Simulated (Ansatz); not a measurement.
# Lattice dynamics of MgH2 (model cell, started as CdI2 type), part 3 of 4

How does MgH2 (model cell, started as CdI2 type) vibrate, and is this structure a minimum?

Ansatz 0.2.0; DFT LDA, scalar-relativistic, plane waves, PAW.

So far. Step 4 (Relaxing to small forces for the phonons): The largest force component left is 0.029 meV/Å and the pressure is 0.002 GPa, within the tolerances set. The cell now holds 10.64 Å³/atom. Step 5 (Modes at Γ): Before it was imposed, the acoustic sum rule was missed by 3.2e-5 eV/Å² and the charge sum rule by 4.8e-4 e. Small misses are needed for a sound result but don't prove that mesh and cutoff are converged. The relaxed cell has a = 2.967, c = 4.185 Å (conventional setting).

The structure was built from a prototype and need not be the compound's stable phase.

### 6. The dispersion

Stability and thermal properties need the whole zone. Linear response on a 3×3×4 q mesh gives force constants as far as a supercell of that size would, and the tensors from the zone-centre run are typed in so that the long-range dipole term is interpolated apart.

input.yaml

```yaml
crystal:
  lattice:
    - [2.9672161251, 0.0, 0.0]
    - [-1.4836080626, 2.5696845428, 0.0]
    - [0.0, 0.0, 4.1852422122]
  atoms:
    - { symbol: Mg, position: [0.0, 0.0, 0.0] }
    - { symbol: H, position: [0.3333333333, 0.6666666667, 0.2233549513] }
    - { symbol: H, position: [0.6666666667, 0.3333333333, 0.7766450487] }
kpoints:
  mp_grid: { grid: [9, 9, 8] }
hamiltonian:
  xc: lda
scf:
  occupations: { method: fixed }
output:
  eigenvalues: true
phonons:
  method: dfpt
  qmesh: [3, 3, 4]
  temperatures: { t_max: 1000, t_step: 50 }
  qpath:
    path:
      - [[0.0, 0.0, 0.0], [0.5, 0.0, 0.0], [0.33333333, 0.33333333, 0.0], [0.0, 0.0, 0.0], [0.0, 0.0, 0.5], [0.5, 0.0, 0.5], [0.33333333, 0.33333333, 0.5], [0.0, 0.0, 0.5]]
      - [[0.5, 0.0, 0.5], [0.5, 0.0, 0.0]]
      - [[0.33333333, 0.33333333, 0.5], [0.33333333, 0.33333333, 0.0]]
    npoints: 10
  non_analytic_term:
    high_frequency_dielectric_tensor: [[4.2049, 0.0, 0.0], [0.0, 4.2049, 0.0], [0.0, 0.0, 3.4571]]
    born_effective_charges:
      - { species: Mg, tensor: [[1.9331, 0.0, 0.0], [0.0, 1.9331, 0.0], [0.0, 0.0, 1.2197]] }
      - { species: H, tensor: [[-0.9666, 0.0, 0.0], [0.0, -0.9666, 0.0], [0.0, 0.0, -0.6098]] }
      - { species: H, tensor: [[-0.9666, 0.0, 0.0], [0.0, -0.9666, 0.0], [0.0, 0.0, -0.6098]] }
    source: "zone-centre run at this cell"
```

Started as:

```console
ansatz run input.yaml --threads 8 --pin off --max-ram 14336MiB --backend cpu --events-out ev --progress --plain --runs-dir out
```

Numbers of over 12 decimals in the logs are rounded to 6 here.

Log:

```text
Warning: phonons: the dynamical matrix that this run interpolates holds no multipole term above the dipole-dipole one, and a site of this crystal is no centre of inversion, so its interpolated transverse optical and acoustic branches and sound speeds can stay off near Gamma, and the density of states and the thermodynamics with them. What a run solves at a wave vector of phonons.qpoints, Gamma apart, where the deck admits one, is free of this, and under fd what a larger phonons.supercell samples
[...]
Crystal: 3 atoms, lattice volume = 31.912 Å³
Basis set: ecut = 420 eV, 613 PW (Γ), exchange–correlation on 40×40×60 points (8 copies of the dense FFT grid, shifted against one another)
Bands: 10, of which v1, the nominal top of the filled ones, is band 6 counted from 1 (5 counted from 0)
Symmetry: 12 space group operations
k-points: 81 of 648
[...]
SCF iter   1: F=—  HF=-1933.264532 eV  |F-HF|=—  |Δ(HF+E_count)|=         —  Δρ=1.18e-2  dr2=2.95e-2  ethr=1.77e-3  ⟨swp⟩=4.7  Hψ=4617  notcnv=0  defer=144
[...]
SCF iter   8: F=-1933.250331 eV  HF=-1933.250331 eV  |F-HF|=6.82e-13  |Δ(HF+E_count)|=  1.36e-10  Δρ=6.43e-8  dr2=1.14e-12  ethr=1.00e-12  ⟨swp⟩=5.4  Hψ=4553  notcnv=0
SCF 1 converged in 8 iterations: F = -1933.250331 eV  dr2 = 1.14e-12
[...]
DFPT response loops at q = (0, 0, 0) (fractional): preconditioner auto → none (the input reference at scf.mixing.eps_inf says where Resta's filter doesn't serve); β = 0.50; Broyden in place of MSR1
[...]
SCF converged after 8 iterations
Free energy (F): -1933.250331 eV
[...]
Internal energy: -1933.250331 eV  (E = F + TS)
E sigma→0 (E₀):  -1933.250331 eV
Fermi energy:    1.509558 eV
[...]
--- Band table (eV; the first three rows and the last of 81) ---
[...]
--- Phonons (Γ-DFPT): 4 representative perturbations + reference (Σ response iterations 13) ---
  ASR residual: 3.208e-5 → 0.000e0 eV/Å²; symmetrization residual: 1.207e-7 eV/Å²
  ASR residual per site (eV/Å²): 3.21e-5 1.99e-5 1.99e-5
  Γ frequencies (cm⁻¹): 0.00 0.00 0.00 830.82 858.27 858.27 1037.62 1102.28 1102.28
--- Phonons (arbitrary-q DFPT): 10 irreducible q on the 3×3×4 mesh ---
  q = [0.0000, 0.0000, 0.0000] (star 1, of the zone-centre solve; hermiticity 4.79e-8, symmetrization 4.77e-11): 0.00 0.00 0.00 830.82 858.27 858.27 1037.62 1102.28 1102.28
  q = [0.0000, 0.0000, 0.2500] (star 2, 4 solved perturbations in 1024 linear systems a pass and spin channel, the states on 360 of 648 k-point pairs; hermiticity 5.58e-8, symmetrization 2.62e-9): 31.96 31.96 61.43 869.56 869.56 1024.14 1038.51 1096.91 1096.91
[...]
q = [0.0000, 0.3333, 0.0000] (star 6, 6 solved perturbations on 360 of 648 k-point pairs; hermiticity 1.84e-8, symmetrization 9.67e-9): 88.59 203.19 340.65 803.27 850.40 971.03 1106.27 1121.28 1206.57
[...]
sum rule: each row above includes the acoustic sum rule's correction from the zone centre's row sums; it moved no ω² by more than (2.31 cm⁻¹)²
  mesh force constants: q→R imaginary residual 1.24e-16; ASR residual 3.208e-5 → 0.000e0 eV/Å²; symmetrization residual 7.105e-15 eV/Å²
  interpolated dispersion: 94 rows × 9 modes
  density of states and harmonic sums: on the 24×24×16 q-mesh, interpolated from the force constants of a 3×3×4 supercell (with the dipole–dipole term of supplied tensors)
  largest difference from the sums on the solved wave vectors: F 2.51e-3 eV, S 9.40e-6 and C_V 6.83e-6 eV/K
  zero-point energy: 0.413986 eV/cell   skipped modes (ω ≤ 0): 3   left out of the sums: 3.62e-5 of the cell's modes: C_V's classical limit lies that fraction below 3 k_B per atom; for a crystal, a wire or a layer, F and S can be off by more, and a phonons.interpolated_qmesh denser along its periods is the remedy for the sampling
```

It took 43 s on 8 threads of Intel Xeon at 2.70GHz, shared host; peak memory 0.71 GiB.

This step gave:

| Item | Value |
| --- | --- |
| sum-rule residual before enforcement | 3.21e-5 eV/Å² |
| lowest frequency on the path | 0 cm⁻¹ |
| highest frequency on the path or at a solved wavevector | 1221 cm⁻¹ |
| mean frequency | 742 cm⁻¹ |
| Debye temperature (second moment) | 1562 K |
| logarithmic mean frequency | 567.5 cm⁻¹ |
| lowest mode on the q mesh (acoustic modes at Γ apart) | 31.96 cm⁻¹ |
| zero-point energy per atom | 138 meV |
| heat capacity at 300 K | 10.86 J/(mol atoms K) |
| vibrational entropy at 300 K | 10.69 J/(mol atoms K) |
| edges of the widest gap between branches, on path and mesh | 388.5, 791.1 cm⁻¹ |

Frequencies (cm⁻¹) solved at each irreducible wavevector; negative means imaginary. Frequencies by wavevector, by row:

| q in reciprocal lattice units | star | mode 1 | mode 2 | mode 3 | mode 4 | mode 5 | mode 6 | mode 7 | mode 8 | mode 9 |
| --- | --- | --- | --- | --- | --- | --- | --- | --- | --- | --- |
| 0 0 0 | 1 | 0 | 0 | 0 | 830.8 | 858.3 | 858.3 | 1038 | 1102 | 1102 |
| 0 0 0.25 | 2 | 32 | 32 | 61.4 | 869.6 | 869.6 | 1024 | 1038 | 1097 | 1097 |
| 0 0 -0.5 | 1 | 44.7 | 44.7 | 84.3 | 881.2 | 881.2 | 1023 | 1041 | 1091 | 1091 |
| 0 0.3333 0 | 6 | 88.6 | 203.2 | 340.6 | 803.3 | 850.4 | 971 | 1106 | 1121 | 1207 |
| 0 0.3333 0.25 | 6 | 103.8 | 200.9 | 340.8 | 791.1 | 862.5 | 961.2 | 1112 | 1122 | 1183 |
| 0 0.3333 -0.5 | 6 | 128.8 | 202.5 | 338.9 | 820.1 | 876.4 | 906.1 | 1104 | 1126 | 1176 |
| 0 0.3333 -0.25 | 6 | 116.1 | 204.8 | 338.7 | 828.3 | 863.2 | 917.8 | 1113 | 1113 | 1198 |
| 0.3333 0.3333 0 | 2 | 87 | 338.7 | 338.7 | 861.4 | 861.4 | 971.7 | 1103 | 1103 | 1208 |
| 0.3333 0.3333 0.25 | 4 | 113.4 | 337.7 | 337.7 | 827.7 | 827.7 | 983.6 | 1112 | 1112 | 1198 |
| 0.3333 0.3333 -0.5 | 2 | 134.4 | 336.5 | 336.5 | 794.4 | 794.4 | 997.3 | 1119 | 1119 | 1186 |

Interpolated from a 3×3×4 q mesh, rough between the solved points, with the LO-TO term (at Γ the limit along the path; where Γ stands inside the path, tables give the limit on arrival). Phonon branches along the path, in cm⁻¹:

| point | branch 1 | branch 2 | branch 3 | branch 4 | branch 5 | branch 6 | branch 7 | branch 8 | branch 9 |
| --- | --- | --- | --- | --- | --- | --- | --- | --- | --- |
| Γ | 0 | 0 | 0 | 831 | 858 | 1038 | 1102 | 1102 | 1214 |
| halfway | 74 | 168 | 282 | 799 | 858 | 1001 | 1097 | 1106 | 1215 |
| M | 99 | 231 | 388 | 841 | 843 | 915 | 1122 | 1143 | 1193 |
| halfway | 92 | 273 | 376 | 843 | 882 | 922 | 1109 | 1125 | 1204 |
| K | 87 | 339 | 339 | 861 | 861 | 972 | 1103 | 1103 | 1208 |
| halfway | 77 | 203 | 303 | 797 | 889 | 981 | 1066 | 1121 | 1219 |
| Γ | 0 | 0 | 0 | 831 | 858 | 1038 | 1102 | 1102 | 1214 |
| halfway | 32 | 32 | 61 | 870 | 870 | 1024 | 1038 | 1097 | 1097 |
| A | 45 | 45 | 84 | 881 | 881 | 1023 | 1041 | 1091 | 1091 |
| halfway | 113 | 167 | 282 | 848 | 882 | 922 | 1092 | 1113 | 1166 |
| L | 147 | 232 | 385 | 836 | 854 | 869 | 1122 | 1129 | 1184 |
| halfway | 140 | 273 | 373 | 808 | 823 | 942 | 1121 | 1125 | 1186 |
| H | 134 | 336 | 336 | 794 | 794 | 997 | 1119 | 1119 | 1186 |
| halfway | 115 | 203 | 302 | 834 | 890 | 915 | 1069 | 1154 | 1158 |
| A | 45 | 45 | 84 | 881 | 881 | 1023 | 1041 | 1091 | 1091 |
| jump to L | 147 | 232 | 385 | 836 | 854 | 869 | 1122 | 1129 | 1184 |
| halfway | 124 | 232 | 387 | 830 | 855 | 893 | 1125 | 1132 | 1189 |
| M | 99 | 231 | 388 | 841 | 843 | 915 | 1122 | 1143 | 1193 |
| jump to H | 134 | 336 | 336 | 794 | 794 | 997 | 1119 | 1119 | 1186 |
| halfway | 113 | 338 | 338 | 828 | 828 | 984 | 1112 | 1112 | 1198 |
| K | 87 | 339 | 339 | 861 | 861 | 972 | 1103 | 1103 | 1208 |

The phonon branches as a text plot (rows in cm⁻¹):

```
   1195 |*********************         ************     *********
   1144 |     ******  ****          ******************  *****
   1094 |*******  ******* ***************    ***********     ****
   1043 |***             * **********               ****
    992 |   **      **   **        **        ****     *      ****
    941 |     **   *  ***            **     *    **  *
    890 |       ***** * ****    ************      ***********
    839 |**************     ****      *******   ****    ***** ***
    788 |  ****        *****                ******           *
    738 |
    687 |
    636 |
    585 |
    534 |
    483 |
    432 |
    381 |      *****  *                 ******          *****
    331 |    **     ** **              *      *****          ****
    280 |   *     **  ** **           *     **  ** *
    229 |     ****      *  *         *  ****      * *   *****
    178 |  ***           **           **           *
    127 | **               **       ******************  **** **
     76 |** *****************   *****               ****    *  **
     25 |***                *******                    *
         Γ      M    K       Γ    A       L   H       A|L  M|H  K
```

Tetrahedra on a 24×24×16 mesh, mean over bins of 10 cm-1. Interpolated from a 3×3×4 q mesh, rough between the solved points. The phonon density of states by wavenumber; read off at these points:

wavenumber (cm⁻¹), phonon density of states (1/cm⁻¹/cell) and a bar:
```
        5     0.0000 
       35     0.0009 #
       75     0.0068 #####
       95     0.0217 ###############
      105     0.0177 ############
      135     0.0143 ##########
      165     0.0039 ###
      205     0.0064 ####
      235     0.0124 ########
      265     0.0071 #####
      305     0.0058 ####
      335     0.0053 ####
      365     0.0139 #########
      405     0.0000 
      435     0.0000 
      465     0.0000 
      495     0.0000 
      535     0.0000 
      565     0.0000 
      595     0.0000 
      635     0.0000 
      665     0.0000 
      695     0.0000 
      735     0.0000 
      765     0.0000 
      795     0.0152 ##########
      805     0.0220 ###############
      825     0.0184 #############
      865     0.0240 ################
      875     0.0249 #################
      895     0.0137 #########
      925     0.0132 #########
      965     0.0077 #####
      995     0.0036 ##
     1025     0.0024 ##
     1065     0.0070 #####
     1095     0.0246 #################
     1125     0.0440 ##############################
     1155     0.0043 ###
     1195     0.0245 #################
     1225     0.0006
```

The partial phonon density of states has structure finer than the step of the table below, so its rows give means over 50 cm⁻¹, whole bins alone (the curve runs from -10 to 1269 cm⁻¹). Peaks (cm⁻¹: height): H 810.4: 0.0192, 874.8: 0.0221, 1124.1: 0.0352, 1196.5: 0.0220; Mg 102.6: 0.0175, 231.3: 0.0102, 360.0: 0.0133.

Phonopy on the run's constants, 21x21x13 mesh, Gaussian sigma 9.1 cm-1. Interpolated from a 3×3×4 q mesh, rough between the solved points. The partial phonon density of states by wavenumber; means over each step; values in 1/cm⁻¹/cell:

| wavenumber (cm⁻¹) | H | Mg |
| --- | --- | --- |
| 50 | 2.0e-4 | 0.00291 |
| 100 | 6.3e-4 | 0.0147 |
| 150 | 2.9e-4 | 0.00730 |
| 200 | 2.4e-4 | 0.00616 |
| 250 | 2.2e-4 | 0.00840 |
| 300 | 1.6e-4 | 0.00580 |
| 350 | 2.5e-4 | 0.00970 |
| 400 | 7.2e-5 | 0.00281 |
| 450 | 0 | 0 |
| 500 | 0 | 0 |
| 550 | 0 | 0 |
| 600 | 0 | 0 |
| 650 | 0 | 0 |
| 700 | 0 | 0 |
| 750 | 8.0e-5 | 3.2e-6 |
| 800 | 0.0127 | 3.7e-4 |
| 850 | 0.0172 | 4.4e-4 |
| 900 | 0.0151 | 4.2e-4 |
| 950 | 0.00927 | 2.1e-4 |
| 1000 | 0.00372 | 7.8e-5 |
| 1050 | 0.00460 | 2.9e-5 |
| 1100 | 0.0243 | 1.6e-4 |
| 1150 | 0.0153 | 1.6e-4 |
| 1200 | 0.0151 | 1.9e-4 |

Harmonic thermodynamic functions per atom, from the density of states. Interpolated from a 3×3×4 q mesh, rough between the solved points. Thermodynamic functions, by row:

| T (K) | F_vib (meV/atom) | S (J/mol-atom/K) | C_V (J/mol-atom/K) |
| --- | --- | --- | --- |
| 0 | 138 | 0 | 0 |
| 50 | 137.9 | 0.875 | 1.903 |
| 100 | 136.9 | 2.999 | 4.352 |
| 200 | 131.6 | 7.03 | 7.5 |
| 300 | 122.4 | 10.69 | 10.86 |
| 400 | 109.5 | 14.28 | 14.11 |
| 500 | 92.88 | 17.71 | 16.67 |
| 600 | 72.84 | 20.93 | 18.55 |
| 700 | 49.59 | 23.9 | 19.91 |
| 800 | 23.38 | 26.62 | 20.91 |
| 900 | -5.53 | 29.13 | 21.65 |
| 1000 | -36.93 | 31.44 | 22.21 |

Harmonic mean-square displacement, third of the trace. Interpolated from a 3×3×4 q mesh, rough between the solved points. Mean square displacements, by row:

| T (K) | Mg1 U_eq (Å²) | H2 U_eq (Å²) | H3 U_eq (Å²) |
| --- | --- | --- | --- |
| 0 | 0.00431 | 0.01883 | 0.01883 |
| 100 | 0.00698 | 0.02075 | 0.02075 |
| 300 | 0.01723 | 0.02775 | 0.02775 |
| 600 | 0.03367 | 0.0415 | 0.0415 |

Symmetry leaves 10 wavevectors to solve. The lowest mode among them, the acoustic zeros apart, lies at q = (0, 0, 0.25) and is real, 32.0 cm⁻¹.

(Part 3 of 4 ends here.)

[Logs are printed without paths, hosts, clocks, repeated set-up lines and the standing remarks that a program may print on its own settings, such as how far it seeks lower states.]

[Hosts, paths, dates, database ids (printed as entryN), source tags and the programs' standing remarks are cut or masked in the printed files.]
